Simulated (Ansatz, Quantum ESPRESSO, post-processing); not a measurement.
# Ballistic transmission: vacuum gap of 4.0 Å between two Na(100) faces, part 3 of 3

Wanted: the transmission near the Fermi level and the conductance of this junction: vacuum gap of 4.0 Å between two Na(100) faces.

Quantum ESPRESSO 7.5; plane-wave DFT, PBE, GBRV ultrasoft pseudopotentials; cross-check by Ansatz 0.2.0 with PAW datasets.

So far. Step 2 (Ground state): The run needed 11 iterations to bring the estimated error under 1e-07 Ry; the largest force on any atom, held or free, is 0.15 eV/Å. Step 3 (The open system): At no point does T exceed the number of channels.

**4. The open system, with epsproj = 0.001**

Level of this step: transmission by pwcond, lead and junction from one cell; plane-wave DFT, PBE, GBRV ultrasoft pseudopotentials (Quantum ESPRESSO).

A sensitivity test on the input.

The input, cond.w.in:

```
&inputcond
  outdir = './out'
  prefixt = 'scf'
  tran_file = 'cond.w.dat'
  bdl = 1.0000000000
  bds = 8.4523809524
  ikind = 1
  ewind = 4.0
  epsproj = 0.001
  nz1 = 7
  energy0 = 0.4
  denergy = -0.4
/
21
  0.00000000 0.00000000 0.01000000
  0.00000000 0.10000000 0.04000000
  0.00000000 0.20000000 0.04000000
  0.00000000 0.30000000 0.04000000
  0.00000000 0.40000000 0.04000000
  0.00000000 0.50000000 0.02000000
  0.10000000 0.10000000 0.04000000
  0.10000000 0.20000000 0.08000000
  0.10000000 0.30000000 0.08000000
  0.10000000 0.40000000 0.08000000
  0.10000000 0.50000000 0.04000000
  0.20000000 0.20000000 0.04000000
  0.20000000 0.30000000 0.08000000
  0.20000000 0.40000000 0.08000000
  0.20000000 0.50000000 0.04000000
  0.30000000 0.30000000 0.04000000
  0.30000000 0.40000000 0.08000000
  0.30000000 0.50000000 0.04000000
  0.40000000 0.40000000 0.04000000
  0.40000000 0.50000000 0.04000000
  0.50000000 0.50000000 0.01000000
3
```

Run with:

```bash
OMP_NUM_THREADS=1 mpirun -n 4 pwcond.x -in cond.w.in > cond.w.out
```

Numbers of over 12 decimals in the logs are rounded to 6 here.

What it wrote:

```text
[banner, memory and clock lines left out]
Program PWCOND v.7.5 starts
[citation notice left out]

[...]
./out/scf.save/

     IMPORTANT: XC functional enforced from input :
     Exchange-correlation= PBE
                           (   1   4   3   4   0   0   0)
     Any further DFT definition will be discarded
     Please, verify this is what you really want

     Reading collected, re-writing distributed wavefunctions

===== INPUT FILE containing all the regions =====

     GEOMETRY:

     lattice parameter (alat)  =       7.9368  a.u.
     the volume                =    4225.9420 (a.u.)^3
     the cross section         =      62.9936 (a.u.)^2
     l of the unit cell        =       8.4524 (alat)
     number of atoms/cell      =           16
     number of atomic types    =            1

     crystal axes: (cart. coord. in units of alat)
               a(1) = (  1.0000  0.0000  0.0000 )
               a(2) = (  0.0000  1.0000  0.0000 )
               a(3) = (  0.0000  0.0000  8.4524 )

   Cartesian axes

     site n.     atom                  positions (alat units)
          1        Na     tau(  1)=(  0.0000  0.0000  8.4524  )
          2        Na     tau(  2)=(  0.5000  0.5000  0.5000  )
          3        Na     tau(  3)=(  0.0000  0.0000  1.0000  )
          4        Na     tau(  4)=(  0.5000  0.5000  1.5000  )
          5        Na     tau(  5)=(  0.0000  0.0000  2.0000  )
          6        Na     tau(  6)=(  0.5000  0.5000  2.5000  )
          7        Na     tau(  7)=(  0.0000  0.0000  3.0000  )
          8        Na     tau(  8)=(  0.5000  0.5000  3.5000  )
          9        Na     tau(  9)=(  0.0000  0.0000  4.4524  )
         10        Na     tau( 10)=(  0.5000  0.5000  4.9524  )
         11        Na     tau( 11)=(  0.0000  0.0000  5.4524  )
         12        Na     tau( 12)=(  0.5000  0.5000  5.9524  )
         13        Na     tau( 13)=(  0.0000  0.0000  6.4524  )
         14        Na     tau( 14)=(  0.5000  0.5000  6.9524  )
         15        Na     tau( 15)=(  0.0000  0.0000  7.4524  )
         16        Na     tau( 16)=(  0.5000  0.5000  7.9524  )

     nr1s                      =           32
     nr2s                      =           32
     nr3s                      =          288
     nr1sx                     =           32
     nr2sx                     =           32
     nr3sx                     =          288
     nr1                       =           36
     nr2                       =           36
     nr3                       =          320
     nr1x                      =           36
     nr2x                      =           36
     nr3x                      =          320

 _______________________________
  Radii of nonlocal spheres:

     type       ibeta     ang. mom.          radius (alat units)
       Na         1         0                    0.2543
       Na         2         0                    0.2543
       Na         3         1                    0.2543
       Na         4         1                    0.2543
       Na         5         2                    0.2543
----- General information -----

--- T calc. with identical leads (ikind=1) ---

     nrx                       =           32
     nry                       =           32
     nz1                       =            7

     energy0               =         4.0E-01
     denergy               =        -4.0E-01
     nenergy               =          3
     ecut2d                =         4.0E+01
     ewind                 =         4.0E+00
     epsproj               =         1.0E-03

     number of k_|| points=   21
                       cryst. coord.
        k(    1) = (   0.0000000   0.0000000), wk =   0.0100000
        k(    2) = (   0.0000000   0.1000000), wk =   0.0400000
[...]
k(   21) = (   0.5000000   0.5000000), wk =   0.0100000
----- Information about left/right lead -----

     nocros                   =           13
     noins                    =           13
     norb                     =           39
     norbf                    =          195
     nrz                      =           34

      iorb      type   ibeta   ang. mom.   m       position (alat)
        1        1       1        0        1   taunew(   1)=(  0.0000  0.0000  0.0000)
        2        1       2        0        1   taunew(   2)=(  0.0000  0.0000  0.0000)
[...]
39        1       5        2        5   taunew(  39)=(  0.0000  0.0000  1.0000)
    k slab    z(k)  z(k+1)     crossing(iorb=1,norb)
    1   0.0000 0.0294 0.0294   111111111111100000000000000000000000000
    2   0.0294 0.0588 0.0294   111111111111100000000000000000000000000
[...]
34   0.9706 1.0000 0.0294   000000000000000000000000001111111111111
----- Information about scattering region -----

     noins                    =          169
     norb                     =          195
     norbf                    =          195
     nrz                      =          254

      iorb      type   ibeta   ang. mom.   m       position (alat)
        1        1       1        0        1   taunew(   1)=(  0.0000  0.0000  0.0000)
        2        1       2        0        1   taunew(   2)=(  0.0000  0.0000  0.0000)
[...]
195        1       5        2        5   taunew( 195)=(  0.0000  0.0000  7.4524)
 ngper, shell number =          193          29
 ngper, n2d =          193          60
---  E-Ef =    0.4000000  k =    0.0000000   0.0000000
---  ie =          1  ik =          1
 Nchannels of the left tip =            1
 Right moving states:
   k1(2pi/a)   k2(2pi/a)   E-Ef (eV)
  -0.3448325  -0.0000011   0.4000000
 Left moving states:
   k1(2pi/a)   k2(2pi/a)   E-Ef (eV)
   0.3448324  -0.0000011   0.4000000

 to transmit
 Band j to band i transmissions and reflections:
    j         i     |T_ij|^2    |R_ij|^2

    1 -->     1     0.98969     0.01031
   Total T_j, R_j =    0.98969  0.01031

E-Ef(ev), T(x2 spins) =    0.4000000   1.9793729
---  E-Ef =    0.0000000  k =    0.0000000   0.0000000
---  ie =          2  ik =          1
 Nchannels of the left tip =            1
 Right moving states:
   k1(2pi/a)   k2(2pi/a)   E-Ef (eV)
  -0.3829241  -0.0000011   0.0000000
 Left moving states:
   k1(2pi/a)   k2(2pi/a)   E-Ef (eV)
   0.3829241  -0.0000011   0.0000000

 to transmit
 Band j to band i transmissions and reflections:
    j         i     |T_ij|^2    |R_ij|^2

    1 -->     1     0.96623     0.03377
   Total T_j, R_j =    0.96623  0.03377

E-Ef(ev), T(x2 spins) =    0.0000000   1.9324609
---  E-Ef =   -0.4000000  k =    0.0000000   0.0000000
---  ie =          3  ik =          1
 Nchannels of the left tip =            1
 Right moving states:
   k1(2pi/a)   k2(2pi/a)   E-Ef (eV)
  -0.4231890  -0.0000012  -0.4000000
 Left moving states:
   k1(2pi/a)   k2(2pi/a)   E-Ef (eV)
   0.4231890  -0.0000012  -0.4000000

 to transmit
 Band j to band i transmissions and reflections:
    j         i     |T_ij|^2    |R_ij|^2

    1 -->     1     0.92107     0.07893
   Total T_j, R_j =    0.92107  0.07893

E-Ef(ev), T(x2 spins) =   -0.4000000   1.8421474
 ngper, shell number =          198         101
 ngper, n2d =          198          58
[... further energies and points left out ...]
---  E-Ef =    0.4000000  k =    0.5000000   0.5000000
---  ie =          1  ik =         21
 Nchannels of the left tip =            0
 Right moving states:
   k1(2pi/a)   k2(2pi/a)   E-Ef (eV)
 Left moving states:
   k1(2pi/a)   k2(2pi/a)   E-Ef (eV)

 to transmit
          E-Ef(ev), T =    0.4000000   0.0000000
---  E-Ef =    0.0000000  k =    0.5000000   0.5000000
---  ie =          2  ik =         21
 Nchannels of the left tip =            0
 Right moving states:
   k1(2pi/a)   k2(2pi/a)   E-Ef (eV)
 Left moving states:
   k1(2pi/a)   k2(2pi/a)   E-Ef (eV)

 to transmit
          E-Ef(ev), T =    0.0000000   0.0000000
---  E-Ef =   -0.4000000  k =    0.5000000   0.5000000
---  ie =          3  ik =         21
 Nchannels of the left tip =            0
 Right moving states:
   k1(2pi/a)   k2(2pi/a)   E-Ef (eV)
 Left moving states:
   k1(2pi/a)   k2(2pi/a)   E-Ef (eV)

 to transmit
          E-Ef(ev), T =   -0.4000000   0.0000000
   T_tot     0.40000      0.15161E+01
   T_tot     0.00000      0.12602E+01
   T_tot    -0.40000      0.10012E+01

[...]
```

Wall time 71 s (4 MPI ranks of Arm Neoverse V2, shared host); peak memory 0.27 GiB.

The changed values were drawn from a wide range, not chosen for quality; the comparison shows what they did here together.

Beside the run it was changed from:

```csv
quantity,this run,unchanged run,difference
"transmission at the Fermi level, one spin",0.6301,0.6365,-0.0064
"lead channels at the Fermi level, one spin",1.210,1.210,0
wall time (s),71,166,
```

Over all energies T moves by up to 0.011, at 0.4 eV.

The physical values in this table move by up to 1 %.

**5. Cross-check with Ansatz**

A second code with its own PAW datasets, on the same atoms.

Level of this step: plane-wave DFT, PBE, Ansatz PAW (Ansatz 0.2.0).

The input, input.yaml:

```yaml
crystal:
  lattice:
    - [4.2, 0.0, 0.0]
    - [0.0, 4.2, 0.0]
    - [0.0, 0.0, 35.5]
  atoms:
    - { symbol: Na, position: [0.0, 0.0, 0.0] }
    - { symbol: Na, position: [0.5, 0.5, 0.0591549296] }
    - { symbol: Na, position: [0.0, 0.0, 0.1183098592] }
    - { symbol: Na, position: [0.5, 0.5, 0.1774647887] }
    - { symbol: Na, position: [0.0, 0.0, 0.2366197183] }
    - { symbol: Na, position: [0.5, 0.5, 0.2957746479] }
    - { symbol: Na, position: [0.0, 0.0, 0.3549295775] }
    - { symbol: Na, position: [0.5, 0.5, 0.414084507] }
    - { symbol: Na, position: [0.0, 0.0, 0.5267605634] }
    - { symbol: Na, position: [0.5, 0.5, 0.585915493] }
    - { symbol: Na, position: [0.0, 0.0, 0.6450704225] }
    - { symbol: Na, position: [0.5, 0.5, 0.7042253521] }
    - { symbol: Na, position: [0.0, 0.0, 0.7633802817] }
    - { symbol: Na, position: [0.5, 0.5, 0.8225352113] }
    - { symbol: Na, position: [0.0, 0.0, 0.8816901408] }
    - { symbol: Na, position: [0.5, 0.5, 0.9408450704] }
kpoints:
  mp_grid: { grid: [6, 6, 1] }
hamiltonian:
  xc: pbe
scf:
  occupations: { method: fermi_dirac, width: 0.1 }
  convergence: { dr2_threshold: 1.0e-08 }
output:
  transmission: { leads: [[0, 2]], e_range: [-0.4, 0.4], de: 0.4, kmesh: [10, 10] }
  write_potential: true
  write_density: true
  volumetric_format: npy
```

Run with:

```bash
ansatz run input.yaml --threads 4 --pin off --max-ram 8192MiB --backend cpu --events-out ev --progress --plain --runs-dir out
```

What it wrote:

```text
Engine: ansatz 0.2.0, aarch64-unknown-linux-gnu
Pseudopotentials: kind: paw
Pseudopotential: Na, paw, valence charge 9, recommended cutoff 420 eV (normal), Na.paw.azcp
Functional definition: PBE
  parameter kappa = 0.804
  parameter beta = 0.066725
  exchange = pbe_x(kappa = kappa, mu = beta*pi^2/3)
  correlation = pbe_c(beta = beta)
Crystal: 16 atoms, lattice volume = 626.220 Å³
Basis set: ecut = 420 eV, 12107 PW (Γ)
Bands: 88, of which v1, the nominal top of the filled ones, is band 72 counted from 1 (71 counted from 0)
Symmetry: 16 space group operations
Space group: P4/nmm (ITA 129), of the structure as read, at distance tolerance 8.6e-5 Å
k-points: 10 of 36
Non-local potential: Na, projectors of the file, l = 0: 3, l = 1: 2, l = 2: 1
PAW form: soft (Blöchl's): semilocal exchange-correlation on the pseudo side does not see the compensation charge
PAW one-centre angular grid: Na, 110 points (default); XC on 64 Gauss nodes
Initial density: superposition of atomic densities (neutral atoms: chi_scale 0, normalization atom), corrected by the library's trained network
Initial wavefunctions: pseudopotential atomic-orbital guess
Functional: x = pbe(κ = 0.804, μ = 0.219515), c = pbe(β = 0.066725)
SCF iter   1: F=—  HF=-23782.548607 eV  |F-HF|=—  |Δ(HF+E_count)|=         —  Δρ=1.07e-3  dr2=1.14e0  ethr=1.77e-3  ⟨swp⟩=9.1  Hψ=3495  notcnv=0  defer=7
preconditioner: auto → LDOS  [metal: Δε(μ)=0.082 eV  Ē_g=3.115 eV  σ=0.100 eV  W_gap=0.20  n_scr=104 (ndim 8)  ℏωp=5.9 eV  f_vac=0.014  D(μ)=8.72/eV (n_scr^D=44)  β→1.0]
SCF iter   2: F=—  HF=-23782.523450 eV  |F-HF|=—  |Δ(HF+E_count)|=   2.52e-2  Δρ=6.86e-4  dr2=1.57e-2  ethr=7.91e-4  ⟨swp⟩=1.8  Hψ=1037  notcnv=0  defer=4
SCF iter   3: F=—  HF=-23782.523108 eV  |F-HF|=—  |Δ(HF+E_count)|=   3.42e-4  Δρ=6.57e-4  dr2=1.62e-3  ethr=1.09e-5  ⟨swp⟩=2.0  Hψ=1513  notcnv=0  defer=4
SCF iter   4: F=—  HF=-23782.522180 eV  |F-HF|=—  |Δ(HF+E_count)|=   9.28e-4  Δρ=4.00e-5  dr2=7.96e-5  ethr=1.13e-6  ⟨swp⟩=2.0  Hψ=1513  notcnv=0  defer=4
SCF iter   5: F=—  HF=-23782.522181 eV  |F-HF|=—  |Δ(HF+E_count)|=   1.22e-6  Δρ=1.54e-5  dr2=2.39e-6  ethr=5.53e-8  ⟨swp⟩=2.1  Hψ=931  notcnv=0  defer=4
SCF iter   6: F=—  HF=-23782.522134 eV  |F-HF|=—  |Δ(HF+E_count)|=   4.70e-5  Δρ=2.87e-6  dr2=1.62e-7  ethr=1.66e-9  ⟨swp⟩=2.1  Hψ=1474  notcnv=0  defer=4
SCF iter   7: F=—  HF=-23782.522134 eV  |F-HF|=—  |Δ(HF+E_count)|=   4.21e-9  Δρ=2.03e-6  dr2=1.43e-8  ethr=1.12e-10  ⟨swp⟩=2.1  Hψ=1594  notcnv=0  defer=4
SCF iter   8: F=-23782.522134 eV  HF=-23782.522134 eV  |F-HF|=5.86e-10  |Δ(HF+E_count)|=   8.07e-9  Δρ=3.72e-7  dr2=1.33e-9  ethr=6.94e-12  ⟨swp⟩=9.3  Hψ=2989  notcnv=0
SCF 1 converged in 8 iterations: F = -23782.522134 eV  dr2 = 1.33e-9
  greatest PAW one-centre occupation: 0.999 electrons in one spin orbital (limit 2), on the Na atom at site 8 (counted from 0), in its partial waves of l = 0
transmission: 100 of 987 steps passed
transmission: 200 of 987 steps passed
[...]
transmission: 987 of 987 steps passed
SCF converged after 8 iterations
Free energy (F): -23782.522134 eV
Harris-Foulkes:  -23782.522134 eV  (|F-HF|=5.86e-10)
Internal energy: -23782.235776 eV  (E = F + TS)
E sigma→0 (E₀):  -23782.378955 eV
Entropy (-TS):   -0.286359 eV (-17.897 meV/atom)
Fermi energy:    1.507320 eV
--- Per-component energies (eV) ---
  E_band       = -3894.054270
  E_kinetic    = 1921.777636
  E_local      = -25033.805632  (includes V_loc(G=0)·N_el)
  E_nonlocal   = 1841.489722
  E_hartree    = 9401.341310
  E_xc         = -612.834111
  E_vxc        = -787.386105  (∫ρ·V_xc dr)
  E_paw        = -4210.636068  (= ΣΔE_a)
  E_vpaw       = -638.809694  (= ΣTr[D̂ρ^β])
  E_aug_tail   = -0.000518  (compensation charges beyond the density's cutoff)
  E_ewald      = -7089.568113
  E_smearing   = -0.286359  (= −TS)
  E_closure    = 0.000000  (closes the sum)
  Σ components = -23782.522134   (vs F -23782.522134, Δ=0.00e0)
--- Band table (eV; the first three rows and the last of 10) ---
  k-point 0: bands = [... 68 lower, -1.0562, -0.6213, -0.4144, 0.2503, 0.4147, 1.3463, 1.4265, 2.6442, ... 12 higher]
  k-point 1: bands = [... 68 lower, -0.8150, -0.3820, -0.1759, 0.4861, 0.6494, 1.5769, 1.6554, 2.8607, ... 12 higher]
  k-point 2: bands = [... 68 lower, -0.0978, 0.3295, 0.5335, 1.1856, 1.3465, 2.0467, 2.1374, 2.2259, ... 12 higher]
  k-point 9: bands = [... 68 lower, 2.5015, 2.5015, 2.7238, 2.7238, 2.7658, 2.7658, 2.8601, 2.8601, ... 12 higher]
--- Transmission ---
  basis      : 149 plane waves across, 47 finite elements along
  points     : 21, standing for a mesh of 10 x 10
  energies   : 3 from -0.400000 to 0.400000 eV about the Fermi level, 0.400000 eV apart; the leads are filled to 0.000000 eV, and channels, transmission and decay are at 0.000000 eV
  crystal 0  : Na2, at the sites [0, 2], period 4.2000 Å, over 33.60 Å; its Hamiltonian steps by up to 18.2 meV
    offset         : up to 0.0000 Å between an atom of the period and one for which it stands
    channels       : 1.210000e0 a spin
    conductance    : none, the energies end too early or step too widely for 300 K: set another output.transmission.e_range or a lower de, or, where they end at an eighth of basis.ecutwfc, a higher one
    slowest decay  : 0.2443 /Å at (0.5000, 0.4000)
  junction   : crystal 0 to crystal 0, -0.35 to 30.95 Å
    transmission   : 6.384383e-1 a spin
    conductance    : none, the energies end too early or step too widely for 300 K: set another output.transmission.e_range or a lower de, or, where they end at an eighth of basis.ecutwfc, a higher one
```

It took 56 s on 4 threads; peak memory 1.4 GiB.

This step gave:

```
free energy                                  : -23782.5221 eV
energy at zero smearing                      : -23782.3790 eV
smearing term TS                             : 0.2864 eV
Fermi energy                                 : 1.507 eV
symmetry operations                          : 16
transmission at the Fermi level, one spin    : 0.6384
lead channels at the Fermi level, one spin   : 1.21
step of the lead's Hamiltonian over a period : 18.2 meV
```

Per spin; mean over the k mesh across the current. Transmission, zone mean against energy, zero at the Fermi level:

```csv
energy (eV),"transmission, zone mean"
-0.400,0.500
0.000,0.638
0.400,0.784
```

Per spin; mean over the k mesh across the current. Open channels, zone mean against energy, zero at the Fermi level:

```csv
energy (eV),"open channels, zone mean"
-0.400,1.01
0.000,1.21
0.400,1.37
```

Ansatz finds T = 0.638 against pwcond's 0.637.

**6. All levels side by side**

All levels:

```csv
step,T at the Fermi level (per spin),conductance (G0),r.m.s. T(E) from the first,CPU time of the step (s),peak memory (GiB)
Ansatz,0.6384,-,0,201.5,1.364
pwcond,0.6365,0.6365,0.008434,664.3,0.35
"pwcond, changed setting",0.6301,0.6301,0.01554,282.8,0.27
```

Per spin; mean over the k mesh across the current. Transmission, zone mean against energy, zero at the Fermi level:

```csv
energy (eV),Ansatz,pwcond,"pwcond, changed setting"
-0.400,0.500,0.502,0.501
0.000,0.638,0.637,0.630
0.400,0.784,0.769,0.758
```

**7. The arithmetic**

The Landauer sum over the mesh, Σ w T = 0.0800 × 0.921 + 0.0800 × 0.83 + 0.0800 × 0.657 + … = 0.6365.

G = 0.637 × 77.48 µS = 49.3 µS a cell. Times the area of 17.640 Å², the resistance-area product is A/G = 3.58 fΩ m², the leads' contact resistance included.

Free electrons at 1 an atom (2 atoms in 74.1 Å³) have k_F = 0.928 1/Å and offer A k_F²/4π = 1.21 channels per spin; the lead has 1.21 on this mesh.

**8. What came out**

| Item | Value |
| --- | --- |
| conductance from T at the Fermi level, a cell (G₀ = 2e²/h) | 0.637 G₀ |
| conductance per area | 280 S/μm² |
| lead channels per spin | 1.21 |
| the same conductance by Ansatz | 0.638 G₀ |

**Reading.** The junction conducts 0.637 G₀ a cell at the Fermi level (PBE, GBRV ultrasoft). At the Fermi level the junction passes 53 % of what the leads offer. At the Fermi level pwcond and Ansatz differ by 0.30 %, a close match. The mean rests on 21 distinct points, the heaviest weighing 0.08, and the mesh was not tested, so even the second digit is unsure. Over -0.4 to 0.4 eV, T lies between 0.50 and 0.77 per spin. The geometry is as built, not relaxed, and the leads are short. Semilocal functionals lack the image potential in a vacuum gap.

[Logs are printed without paths, hosts, clocks, repeated set-up lines and the standing remarks that a program may print on its own settings, such as how far it seeks lower states.]

[Hosts, paths, dates, database ids (printed as entryN), source tags and the programs' standing remarks are cut or masked in the printed files.]

[Maps of the electrostatic potential energy from Ansatz leave out the sawtooth potential of an applied field or a dipole correction, so their vacuum need not be flat; planar profiles and work functions include it.]
